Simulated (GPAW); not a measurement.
## SiO2: optical spectrum from first principles

Wanted: where SiO2 starts to absorb, how strongly, and its refractive index.

Method: DFT, PBE, plane-wave PAW (GPAW data sets), scalar-relativistic, RPA, optical limit, in GPAW 26.7.0.

## Step 1: The structure

It takes space group P3_221 (No. 154, trigonal). Conventional cell: a = 4.916 Å, b = 4.916 Å, c = 5.408 Å, α = 90.00°, β = 90.00°, γ = 120.00°. Si has 4 O at 1.61 Å nearest. Nearest to O lie 2 Si at 1.61 Å. Farther neighbours and most contacts between anions are not listed.

## Step 2: Ground state

First the ground state: is it a metal or has it a gap?

This step: DFT, PBE, plane-wave PAW (GPAW data sets), scalar-relativistic, ground state (GPAW 26.7.0).

gs.py reads:

```python
from ase import Atoms
from ase.dft.bandgap import bandgap
from gpaw import GPAW, PW, FermiDirac

atoms = Atoms(['Si', 'Si', 'Si', 'O', 'O', 'O', 'O', 'O', 'O'],
              cell=[[4.916360000000, 0.000000000000, 0.000000000000],
                    [-2.458180000000, 4.257692654100, 0.000000000000],
                    [0.000000000000, 0.000000000000, 5.408400000000]],
              scaled_positions=[[0.530270000000, 0.530270000000, 0.000000000000],
                                [0.000000000000, 0.469730000000, 0.333333333300],
                                [0.469730000000, 0.000000000000, 0.666666666700],
                                [0.586460000000, 0.854040000000, 0.881086666700],
                                [0.145960000000, 0.732420000000, 0.547753333300],
                                [0.267580000000, 0.413540000000, 0.214420000000],
                                [0.854040000000, 0.586460000000, 0.118913333300],
                                [0.732420000000, 0.145960000000, 0.452246666700],
                                [0.413540000000, 0.267580000000, 0.785580000000]],
              pbc=[True, True, True])
atoms.calc = GPAW(mode=PW(550), xc='PBE', kpts={'size': (6, 6, 5), 'gamma': True},
                  occupations=FermiDirac(0.05), maxiter=150, txt='gs.txt')
print('energy (eV)', atoms.get_potential_energy())
print('Fermi level (eV)', atoms.calc.get_fermi_level())
print('valence electrons', atoms.calc.get_number_of_electrons())
print('gap (eV)', bandgap(atoms.calc, output=None)[0])
print('direct gap (eV)', bandgap(atoms.calc, direct=True, output=None)[0])
atoms.calc.write('gs.gpw')
```

Started as:

```
$ OMP_NUM_THREADS=1 python gs.py
```

Numbers of over 12 decimals in the logs are rounded to 6 here.

Output:

```text
__  _  _
 | _ |_)|_||  |
 |__||  | ||/\| - 26.7.0

Versions:
  Python: 3.12.14
  ASE:    3.29.0
  Numpy:  2.5.5
  Scipy:  1.18.1
  Libxc:  7.0.0

Input parameters:
  mode=PW(ecut=550.0),
  kpts=MonkhorstPack(size=(6, 6, 5), gamma=True),
  maxiter=150,
  occupations=Occupations(name='fermi-dirac', width=0.05, fixmagmom=False),
  xc=XC(name='PBE')

Diagonalizing LCAO Hamiltonian
Converting LCAO to pw mode

               O

          O   O

                Si
         Si        O
            O      O
               Si

Atoms  # Å, Bohr magnetons
|   | symbol |         x |        y |        z |    initial magnetic moments |
| 0 |     Si |  1.303499 | 2.257727 | 0.000000 | ( 0.0000,  0.0000,  0.0000) |
| 1 |     Si | -1.154681 | 1.999966 | 1.802800 | ( 0.0000,  0.0000,  0.0000) |
| 2 |     Si |  2.309362 | 0.000000 | 3.605600 | ( 0.0000,  0.0000,  0.0000) |
| 3 |      O |  0.783864 | 3.636240 | 4.765269 | ( 0.0000,  0.0000,  0.0000) |
| 4 |      O | -1.082828 | 3.118419 | 2.962469 | ( 0.0000,  0.0000,  0.0000) |
| 5 |      O |  0.298964 | 1.760726 | 1.159669 | ( 0.0000,  0.0000,  0.0000) |
| 6 |      O |  2.757144 | 2.496966 | 0.643131 | ( 0.0000,  0.0000,  0.0000) |
| 7 |      O |  3.242044 | 0.621453 | 2.445931 | ( 0.0000,  0.0000,  0.0000) |
| 8 |      O |  1.375352 | 1.139273 | 4.248731 | ( 0.0000,  0.0000,  0.0000) |

Unit cell  # Å
| periodic |         x |        y |        z |  lengths |     angles |
|      yes |  4.916360 | 0.000000 | 0.000000 | 4.916360 |  90.000000 |
|      yes | -2.458180 | 4.257693 | 0.000000 | 4.916360 |  90.000000 |
|      yes |  0.000000 | 0.000000 | 5.408400 | 5.408400 | 120.000000 |

Number of symmetries: 2
Symmetry operations  # r_c * U_cc + t_c -> r_c
|   | kind |            matrix            |
| 0 |  E   |  1, 0, 0,  0, 1, 0,  0, 0, 1 |
| 1 |  C2  |  0, 1, 0,  1, 0, 0,  0, 0,-1 |

BZ-sampling:
  Number of BZ points: 180
  Number of IBZ points: 55

  Monkhorst-Pack size: [6, 6, 5]
  Monkhorst-Pack shift: [0.083333, 0.083333, 0.0]

K-points  # in reciprocal-cell coordinates
|     |                                coordinates |     weight |
|   0 | (  0.00000000,   0.00000000,   0.00000000) | 0.00555556 |
|   1 | (  0.00000000,   0.00000000,   0.20000000) | 0.01111111 |
|   2 | (  0.00000000,   0.00000000,   0.40000000) | 0.01111111 |
|   3 | (  0.16666667,  -0.16666667,  -0.40000000) | 0.01111111 |
|   4 | (  0.16666667,  -0.16666667,  -0.20000000) | 0.01111111 |
|   5 | (  0.16666667,  -0.16666667,   0.00000000) | 0.01111111 |
|   6 | (  0.16666667,  -0.16666667,   0.20000000) | 0.01111111 |
|   7 | (  0.16666667,  -0.16666667,   0.40000000) | 0.01111111 |
|   8 | (  0.16666667,   0.00000000,  -0.40000000) | 0.02222222 |
|   9 | (  0.16666667,   0.00000000,  -0.20000000) | 0.02222222 |
| ... |                                            |            |
|  54 | (  0.50000000,   0.50000000,   0.40000000) | 0.01111111 |

Plane wave coefficients: 3339
Cutoff: 550.0 eV

Spin-components: 1 (collinear spins)
Bands:           33
Projectors:      45
Spin-degeneracy: 2
Datatype:        complex128

Parallelization:
  kpt:    1
  domain: 1
  band:   1

Density:
  Valence electrons: 48.0
  Components: 1
  Grid points: [27 27 30]
  Charge: 0.0  # |e|

Potential:
  Grid points: [27 27 30]

species:
  Si:
    name:    Silicon
    id:
    Z:       14.0
    valence: 4
    core:    10
    charge:  0.0  # [|e|]
    compensation charges:
      type: gauss
      rc: 0.33  # [Å]
      lmax: 2
    cutoffs:
      filter: 1.86  # [Å]
      core: 2.06  # [Å]
    projectors
    | kind |    occ | energy [eV] | rcut [Å] |
    |   3s |  2.000 |     -10.812 |    1.058 |
    |   3p |  2.000 |      -4.081 |    1.058 |
    |    s |        |      16.399 |    1.058 |
    |    p |        |      23.130 |    1.058 |
    |    d |        |       0.000 |    1.058 |

    Using partial waves for Si as LCAO basis

  O:
    name:    Oxygen
    id:
    Z:       8.0
    valence: 6
    core:    2
    charge:  0.0  # [|e|]
    compensation charges:
      type: gauss
      rc: 0.21  # [Å]
      lmax: 2
    cutoffs:
      filter: 1.17  # [Å]
      core: 0.83  # [Å]
    projectors
    | kind |    occ | energy [eV] | rcut [Å] |
    |   2s |  2.000 |     -23.961 |    0.688 |
    |   2p |  4.000 |      -9.029 |    0.598 |
    |    s |        |       3.251 |    0.688 |
    |    p |        |      18.182 |    0.598 |
    |    d |        |       0.000 |    0.619 |

    Using partial waves for O as LCAO basis

Reference energy: -35904.146557  # eV

eigensolver:
  PPCG
  Converge bands: occupied
  niter=2

density mixing:
  MSR1-Mixer
  Pratt-step length: 0.05
  Maximum mixing coefficient: 0.75
  Old densities: 10
  SVD Regularization: 0.005
  Good broyden scale: 1.0
  Trust region scale: 1.0
  Backstep threshold: 4.0
  History deletion threshold: 6.0
  Fourier metric: weight=20.0, sigma=0.015

occupation numbers:
  Fermi-Dirac:
    width: 0.0500  # eV

poisson solver:
  ecut: 4400.0  # eV

xc functional:
  name: PBE with 2 nearest neighbor stencil

convergence criteria:
- Maximum [total energy] change in last 3 cyles: 0.0005 eV / valence electron
- Maximum integral of absolute [dens]ity change: 0.0001 electrons / valence electron
- Maximum integral of absolute [eigenst]ate change: 4e-08 eV^2 / valence electron
maximum number of iterations: 150

SCF iterations
|iter     |      energy | eigst |  dens |
|iter:   1||  -78.430630 | +0.05 |       |
|iter:   2||  -76.401375 | -1.57 | -0.69 |
|iter:   3||  -70.191541 | -0.67 | -0.74 |
|iter:   4||  -70.306131 | -2.61 | -1.36 |
|iter:   5||  -70.355528 | -3.17 | -1.66 |
|iter:   6||  -70.355928 | -4.76 | -2.76 |
|iter:   7||  -70.355972c| -6.24 | -3.26 |
|iter:   8||  -70.355975c| -7.50c| -3.94 |
|iter:   9||  -70.355975c| -7.89c| -4.85c|

Converged in 9 steps
SCF loop duration: 105.888 s (11.765 s/step)
Energy contributions relative to reference atoms: (reference = -35904.146557)

Energy contributions:
  Kinetic:          86.786740
  Coulomb:         -77.875313
  Zero:              0.453773
  External:          0.000000
  Xc:              -79.721174
  Entropy:          -0.000000
  Spinorbit:         0.000000
  ----------------------------
  Free energy:     -70.355975
  Extrapolated:    -70.355975

dipole moment: (-5.237186, -9.071072, -11.522469)  # |e|*Ang

Fermi level: 2.681
Eigenvalues  # (at kpt = [0.000, 0.000, 0.000])
| band index |      eig [eV] | occ [0-2] |
|          0 |       -18.043 |     2.000 |
|        ... |               |           |
|         16 |        -0.099 |     2.000 |
|         17 |        -0.098 |     2.000 |
|         18 |        -0.072 |     2.000 |
|         19 |         0.383 |     2.000 |
|         20 |         0.383 |     2.000 |
|         21 |         0.707 |     2.000 |
|         22 |         1.075 |     2.000 |
|         23 |         1.075 |     2.000 |
|         24 |         7.405 |     0.000 |
|         25 |        10.682 |     0.000 |
|         26 |        10.684 |     0.000 |
|         27 |        11.149 |     0.000 |
|         28 |        11.150 |     0.000 |
|         29 |        12.414 |     0.000 |
|         30 |        13.053 |     0.000 |
|         31 |        13.655 |     0.000 |
|         32 |        14.518 |     0.000 |

Gap: 6.010 eV
Transition (v -> c):
  (s=0, k=36, n=23, [0.33, 0.33, 0.00]) -> (s=0, k=0, n=24, [0.00, 0.00, 0.00])
Direct/indirect transitions are different
Direct gap: 6.330 eV
Transition at: (s=0, k=0, n=23, [0.00, 0.00, 0.00])

--- standard output ---
energy (eV) -70.355975
Fermi level (eV) 2.681039
valence electrons 48.0
gap (eV) 6.010498
direct gap (eV) 6.329880
```

Run time: 1.9 min. Hardware: 1 thread of Arm Neoverse V1, shared host; peak memory 0.31 GiB.

This step gave:

| Item | Value |
| --- | --- |
| energy | -70.3560 eV |
| Fermi energy | 2.681 eV |
| gap on the k-mesh | 6.010 eV |
| direct gap on the mesh | 6.330 eV |
| electrons | 48 |

There is a gap, 6.01 eV on this mesh (points off the mesh can give less), so no carriers' term is needed.

## Step 3: Bands for the response

The response needs many more empty bands than the density does.

This step: DFT, PBE, plane-wave PAW (GPAW data sets), scalar-relativistic, bands at fixed density (GPAW 26.7.0).

nscf.py reads:

```python
from ase.dft.bandgap import bandgap
from gpaw import GPAW, FermiDirac

calc = GPAW('gs.gpw').fixed_density(kpts={'size': (6, 6, 5), 'gamma': True}, nbands=72, convergence={'bands': 66},
                                    occupations=FermiDirac(0.001), txt='nscf.txt')
print('gap (eV)', bandgap(calc, output=None)[0])
print('direct gap (eV)', bandgap(calc, direct=True, output=None)[0])
print('top band over the Fermi level (eV)', min(calc.get_eigenvalues(kpt=k)[65] for k in range(len(calc.get_ibz_k_points()))) - calc.get_fermi_level())
calc.write('full.gpw', mode='all')
```

Started as:

```
$ OMP_NUM_THREADS=1 python nscf.py
```

Output:

```text
Diagonalizing LCAO Hamiltonian
Converting LCAO to pw mode
convergence criteria:
- Maximum integral of absolute [eigenst]ate change: 4e-08 eV^2 / valence electron
maximum number of iterations: 150

SCF iterations
|iter     |      energy | eigst |  dens |
|iter:   1||             | +3.30 |       |
|iter:   2||             | +2.13 |       |
|iter:   3||             | +1.08 |       |
|iter:   4||             | +0.11 |       |
|iter:   5||             | -0.55 |       |
|iter:   6||             | -1.05 |       |
|iter:   7||             | -1.53 |       |
|iter:   8||             | -1.94 |       |
|iter:   9||             | -2.36 |       |
|iter:  10||             | -2.76 |       |
|iter:  11||             | -3.18 |       |
|iter:  12||             | -3.61 |       |
|iter:  13||             | -4.07 |       |
|iter:  14||             | -4.55 |       |
|iter:  15||             | -5.04 |       |
|iter:  16||             | -5.54 |       |
|iter:  17||             | -6.04 |       |
|iter:  18||             | -6.53 |       |
|iter:  19||             | -6.94 |       |
|iter:  20||             | -7.33 |       |
|iter:  21||             | -7.61c|       |
SCF steps: 21
  __  _  _
 | _ |_)|_||  |
 |__||  | ||/\| - 26.7.0

Versions:
  Python: 3.12.14
  ASE:    3.29.0
  Numpy:  2.5.5
  Scipy:  1.18.1
  Libxc:  7.0.0

Input parameters:
  mode=PW(ecut=550.0),
  convergence={'bands': 66},
  gpts=array([27, 27, 30]),
  kpts=MonkhorstPack(size=(6, 6, 5), gamma=True),
  maxiter=150,
  nbands=72,
  occupations=Occupations(name='fermi-dirac', width=0.001, fixmagmom=False),
  parallel={},
  xc=XC(name='PBE')

--- standard output ---
gap (eV) 6.010498
direct gap (eV) 6.329880
top band over the Fermi level (eV) 26.302198
```

The job ended after 8.7 min (1 thread; peak memory 0.46 GiB).

## Step 4: Dielectric function, RPA

Local fields let the induced charge screen the field inside the cell, which as a rule lowers ε, most along directions where the density is uneven.

This step: DFT, PBE, plane-wave PAW (GPAW data sets), scalar-relativistic, RPA, optical limit (GPAW 26.7.0).

df.py reads:

```python
from gpaw.response.df import DielectricFunction

df = DielectricFunction('full.gpw', frequencies={'type': 'nonlinear', 'domega0': 0.03, 'omega2': 8},
                        ecut=50,
                        eta=0.12,
                        nbands=66,
                        txt='df.txt')
for direction in ['x', 'z']:
    df.get_dielectric_function(xc='RPA', direction=direction, filename=f'df_{direction}.csv')
```

Started as:

```
$ OMP_NUM_THREADS=1 python df.py
```

Output:

```text
Using integrator: PointIntegrator
NonLinearFrequencyDescriptor(from 0.000 to 48.709 eV, 462 points)
Nonperiodic BCs:  [False False False]
Using integrator: PointIntegrator
NonLinearFrequencyDescriptor(from 0.000 to 48.709 eV, 462 points)
Nonperiodic BCs:  [False False False]

Calculating chi0 body with:
    Ground state adapter containing:
    Number of spins: 1
    Number of kpoints: 180
    Number of irreducible kpoints: 55
    Number of completely occupied states: 24
    Number of partially occupied states: 24

    Linear response parametrization:
    q_c: [0.0, 0.0, 0.0]
    Number of frequency points: 462
    Planewave cutoff: 50.0
    Number of bands: 66
    Number of planewaves: 85
    Broadening (eta): 0.12

Integrating chi0 body.

Symmetries of q_c:
    Direct symmetries (Uq -> q): 2
    Indirect symmetries (TUq -> q): 2
In total 4 allowed symmetries.

55 groups of equivalent kpoints. 69.444444% reduction.

Integral kind: spectral function

Calculating chi0 optical extensions with:
    Ground state adapter containing:
    Number of spins: 1
    Number of kpoints: 180
    Number of irreducible kpoints: 55
    Number of completely occupied states: 24
    Number of partially occupied states: 24

    Linear response parametrization:
    Number of frequency points: 462
    Planewave cutoff: 50.0
    Number of bands: 66
    Number of planewaves: 85
    Broadening (eta): 0.12
Integrating chi0 head and wings.

Symmetries of q_c:
    Direct symmetries (Uq -> q): 2
    Indirect symmetries (TUq -> q): 2
In total 4 allowed symmetries.

55 groups of equivalent kpoints. 69.444444% reduction.

Integral kind: spectral function wings
```

Wall time 60 s (1 thread); peak memory 0.39 GiB.

Read-outs, printed or worked out from the files:

| Quantity | Value |
| --- | --- |
| electronic dielectric constant ε∞, mean over x, y and z (by symmetry where fewer were run) | 2.321 |

Some rows of df_x.csv (energy; Re and Im without local fields; Re and Im with them):

```text
0.000000, 2.452297, 0.000000, 2.311433, -0.000000
0.429336, 2.454002, 0.000955, 2.312925, 0.000836
0.878195, 2.459463, 0.001972, 2.317705, 0.001726
1.347938, 2.469328, 0.003080, 2.326341, 0.002697
1.840057, 2.484461, 0.004319, 2.339589, 0.003782
2.356191, 2.506039, 0.005745, 2.358486, 0.005032
2.898142, 2.535710, 0.007443, 2.384481, 0.006522
3.467895, 2.575859, 0.009546, 2.419679, 0.008372
4.067647, 2.630089, 0.012281, 2.467269, 0.010785
4.699832, 2.704183, 0.016071, 2.532404, 0.014144
5.367152, 2.808270, 0.021814, 2.624194, 0.019281
6.072622, 2.962957, 0.032051, 2.761557, 0.028672
6.819608, 3.218869, 0.062628, 2.989884, 0.059816
7.611886, 3.662473, 0.257073, 3.384823, 0.249904
8.453705, 3.811710, 0.745961, 3.451514, 0.708405
9.349861, 4.254822, 2.058680, 3.778426, 1.819522
10.305790, 3.084293, 3.414536, 2.807608, 2.927607
11.327680, 1.861447, 2.444866, 1.679290, 2.091496
12.422601, 1.660562, 2.474987, 1.809739, 1.864131
13.598673, 1.500298, 2.278188, 1.689067, 1.956522
```

(Continued in part 2 of 2.)

[Machine, clock and banner lines and Python warnings are left out of the logs.]

[Logs are printed without paths, hosts, clocks, repeated set-up lines and the standing remarks that a program may print on its own settings, such as how far it seeks lower states.]

[Hosts, paths, dates, database ids (printed as entryN), source tags and the programs' standing remarks are cut or masked in the printed files.]
